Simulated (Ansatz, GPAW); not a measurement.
# A 6-layer slab of Al(111): converging a work function, part 3 of 3

How do cutoff, mesh, smearing and the dipole layer change the work function of a 6-layer slab of Al(111)?

GPAW 26.7.0 and Ansatz 0.2.0; Ansatz plane waves; slab in vacuum with a dipole correction, relaxation (the session's first sound run).

So far, upper work function (eV): step 2 (relaxation, PBE) 4.04; step 3 (the slab's potential, PBE, GPAW) 4.04; step 6 (cutoff 700: ecut = 700, PBE, GPAW) 4.04; step 9 (K mesh 20×20: kpts = [20, 20], PBE, GPAW) 4.05.

### 10. Scheme Methfessel-Paxton of order 0 (Gaussian), smearing 0.1

Level of this step: GPAW, PAW setups; slab in vacuum (GPAW).

Smearing changes the occupations near the Fermi level, and with them the level itself. Smearing helps the SCF of a metal converge, but it blurs occupations at band edges near the Fermi level.

run.py

```python
import json
import numpy as np
from ase import Atoms
from gpaw import GPAW, PW

slab = Atoms(
    ['Al', 'Al', 'Al', 'Al', 'Al', 'Al'],
    positions=[
        [1.43189, 0.82670, 7.00000],
        [2.86378, 1.65341, 9.33827],
        [0.00000, 0.00000, 11.67654],
        [1.43189, 0.82670, 14.00142],
        [2.86378, 1.65341, 16.32001],
        [-0.00000, -0.00000, 18.66906]],
    cell=[[2.86378, 0.0, 0.0], [1.43189, 2.48011, 0.0], [0.0, 0.0, 25.69134]],
    pbc=[True, True, False])

slab.calc = GPAW(mode=PW(400), xc='PBE', kpts={'size': (13, 13, 1), 'gamma': True},
                 occupations={'name': 'methfessel-paxton', 'width': 0.1}, nbands='140%',
                 convergence={'density': 1e-05}, maxiter=200,
                 poissonsolver={'dipolelayer': 'xy'},
                 symmetry={'tolerance': 1e-3}, txt='slab.txt')
result = {}
energy = slab.get_potential_energy()
fermi = slab.calc.get_fermi_level()
v = slab.calc.get_electrostatic_potential().mean((0, 1)) - fermi
n = slab.calc.get_pseudo_density().mean((0, 1))
L = slab.cell[2, 2]
z = np.arange(len(v)) * L / len(v)
low, high = slab.positions[:, 2].min(), slab.positions[:, 2].max()
below, above = np.interp([low - 4.8, high + 4.8], z, v)
slopes = [np.interp(x, z, np.gradient(v, z)) for x in (low - 4.8, high + 4.8)]
eps = np.array([[slab.calc.get_eigenvalues(k, s) for k in range(len(slab.calc.get_ibz_k_points()))]
                for s in range(slab.calc.get_number_of_spins())]) - fermi
top, bottom = eps[eps < 0].max(), eps[eps > 0].min()
dipole = slab.get_dipole_moment()[2]
print(f'energy {energy:.4f} eV, Fermi level {fermi:.4f} eV, dipole {dipole:.5f} e A')
print(f'potential 4.8 A off the faces, from the Fermi level: lower {below:.4f} eV, upper {above:.4f} eV')
print(f'slope of the potential there: lower {slopes[0]:.5f}, upper {slopes[1]:.5f} eV/A')
print(f'nearest levels on the mesh: {top:.4f} and {bottom:.4f} eV')
print('magnetic moment', round(slab.get_magnetic_moment(), 3))
result.update(energy=energy, fermi=fermi, dipole=dipole, below=below, above=above, slopes=slopes, edges=[top, bottom],
              z=z.tolist(), v=v.tolist(), n=n.tolist(), positions=slab.positions.tolist(),
              forces=slab.get_forces(apply_constraint=False).tolist(), moments=slab.get_magnetic_moments().tolist())
json.dump(result, open('result.json', 'w'))
```

Launch:

```
$ OMP_NUM_THREADS=1 OPENBLAS_NUM_THREADS=1 python run.py
```

What it wrote:

```text
energy -21.6685 eV, Fermi level 2.0801 eV, dipole 0.00024 e A
potential 4.8 A off the faces, from the Fermi level: lower 4.0416 eV, upper 4.0346 eV
slope of the potential there: lower -0.00071, upper 0.00071 eV/A
nearest levels on the mesh: -0.0209 and 0.0319 eV
magnetic moment 0.0
```

The job ended after 27 s (1 thread of Intel Xeon Platinum 8488C (Sapphire Rapids), shared host; peak memory 0.18 GiB).

This step gave:

```
dipole along the normal                    : 2.39e-4 e·Å
levels nearest the Fermi level on the mesh : -0.02090, 0.03189 eV from the Fermi level
upper work function                        : 4.035 eV
lower work function                        : 4.042 eV
```

The upper face's work function is 4.035 eV, against 4.044 eV in the first plane-wave PBE run at this geometry.

### 11. All levels side by side

Times are for 1 thread of Intel Xeon Platinum 8488C (Sapphire Rapids), shared host. Results by setting:

```csv
no.,run,upper work function (eV),lower work function (eV),time,memory (GiB)
1,pw,4.044,4.051,37 s,0.17
2,cutoff 700,4.045,4.051,1.7 min,0.27
3,k mesh 20×20,4.054,4.060,54 s,0.22
4,"scheme Methfessel-Paxton of order 0 (Gaussian), smearing 0.1",4.035,4.042,27 s,0.18
```

### 12. Without the dipole layer

The dipole layer is taken out and the cell repeats along the normal.

run.py, as its differences from that of step 10:

```diff
@@ -15,8 +15,7 @@
     cell=[[2.86378, 0.0, 0.0], [1.43189, 2.48011, 0.0], [0.0, 0.0, 25.69134]],
-    pbc=[True, True, False])
+    pbc=[True, True, True])
 
 slab.calc = GPAW(mode=PW(400), xc='PBE', kpts={'size': (13, 13, 1), 'gamma': True},
-                 occupations={'name': 'methfessel-paxton', 'width': 0.1}, nbands='140%',
+                 occupations={'name': 'fermi-dirac', 'width': 0.1}, nbands='140%',
                  convergence={'density': 1e-05}, maxiter=200,
-                 poissonsolver={'dipolelayer': 'xy'},
                  symmetry={'tolerance': 1e-3}, txt='slab.txt')
```

What it wrote:

```text
energy -21.6743 eV, Fermi level 2.0729 eV, dipole 0.00059 e A
potential 4.8 A off the faces, from the Fermi level: lower 4.0490 eV, upper 4.0463 eV
slope of the potential there: lower -0.00010, upper 0.00133 eV/A
nearest levels on the mesh: -0.0164 and 0.0367 eV
magnetic moment 0.0
```

It took 18 s on 1 thread; peak memory 0.18 GiB.

The run finished with changed settings (dipole = false and pbc_z = true); it serves as a test.

Side by side:

```csv
quantity,this run,sound run,difference
upper work function (eV),4.0463,4.0443,0.00196
lower work function (eV),4.0490,4.0512,-0.00216
```

### 13. Side by side

Results and costs are gathered.

This step: comparison of work functions, dipole and cost (GPAW 26.7.0).

Ladder, by row:

```csv
step,code,"work function, upper (eV)","work function, lower (eV)",dipole (e Å),wall time (s),peak memory (GiB),threads
pw,GPAW,4.044,4.051,2.30e-4,36.51,0.17,1
ecut200,GPAW,4.044,4.051,2.42e-4,14.44,0.14,1
ecut300,GPAW,4.044,4.051,2.26e-4,18.58,0.16,1
ecut700,GPAW,4.045,4.051,2.27e-4,104.2,0.27,1
k4,GPAW,4.072,4.082,3.49e-4,13.79,0.16,1
k8,GPAW,4.105,4.11,1.57e-4,16.77,0.17,1
k20,GPAW,4.054,4.06,2.06e-4,54.27,0.22,1
smear,GPAW,4.035,4.042,2.39e-4,27.2,0.18,1
nodip,GPAW,4.046,4.049,5.90e-4,18.46,0.18,1
```

### 14. A changed run

One more run, with changed settings.

This step: GPAW, PAW setups; slab in vacuum (GPAW 26.7.0).

run.py, as its differences from that of step 12:

```diff
@@ -19,3 +19,4 @@
                  occupations={'name': 'fermi-dirac', 'width': 0.1}, nbands='140%',
-                 convergence={'density': 1e-05}, maxiter=200,
+                 convergence={'density': 1e-05}, maxiter=50,
+                 poissonsolver={'dipolelayer': 'xy'},
                  symmetry={'tolerance': 1e-3}, txt='slab.txt')
```

What it wrote:

```text
AssertionError
```

The job ended after 0.92 s (1 thread; peak memory 0.13 GiB).

The program refused the input before any cycle.

The fault put into the input: a dipole layer in a cell that repeats along the normal (pbc_z = true).

### 15. Outcome

```
work function, upper and lower face : 4.044 and 4.051 eV
dipole along the normal             : 2.3e-4 e Å
```

**Reading.** With plane waves and PBE the work function is 4.04 eV on the upper face and 4.05 eV on the lower. The measured value for this face is 4.32 eV (as compiled in "Properties of real metallic surfaces: Effects of density functional semilocality and van der Waals nonlocality", 2017, arxiv:1702.08515); the relaxed upper face lies 0.28 eV under it with PBE. Measured work functions scatter by a tenth of an eV or more between methods. The other smearing (Gaussian of 0.1 eV in place of Fermi-Dirac of 0.1) moves the two faces by -0.0097 and -0.0096 eV on the same mesh; a mesh is converged only for its smearing. Over the sound runs of the table the upper face's work function spans 4.035 (smear) to 4.054 eV (k20). The small printed dipole stands for a step of -5.9 meV from the lower to the upper face, and the probes find -6.9 meV; values this small are near the numerical noise of both. The in-plane lattice was kept as typed, which isn't the functional's own and leaves some strain; spin-orbit coupling and temperature are left out.

[Logs are printed without paths, hosts, clocks, repeated set-up lines and the standing remarks that a program may print on its own settings, such as how far it seeks lower states.]

[Hosts, paths, dates, database ids (printed as entryN), source tags and the programs' standing remarks are cut or masked in the printed files.]
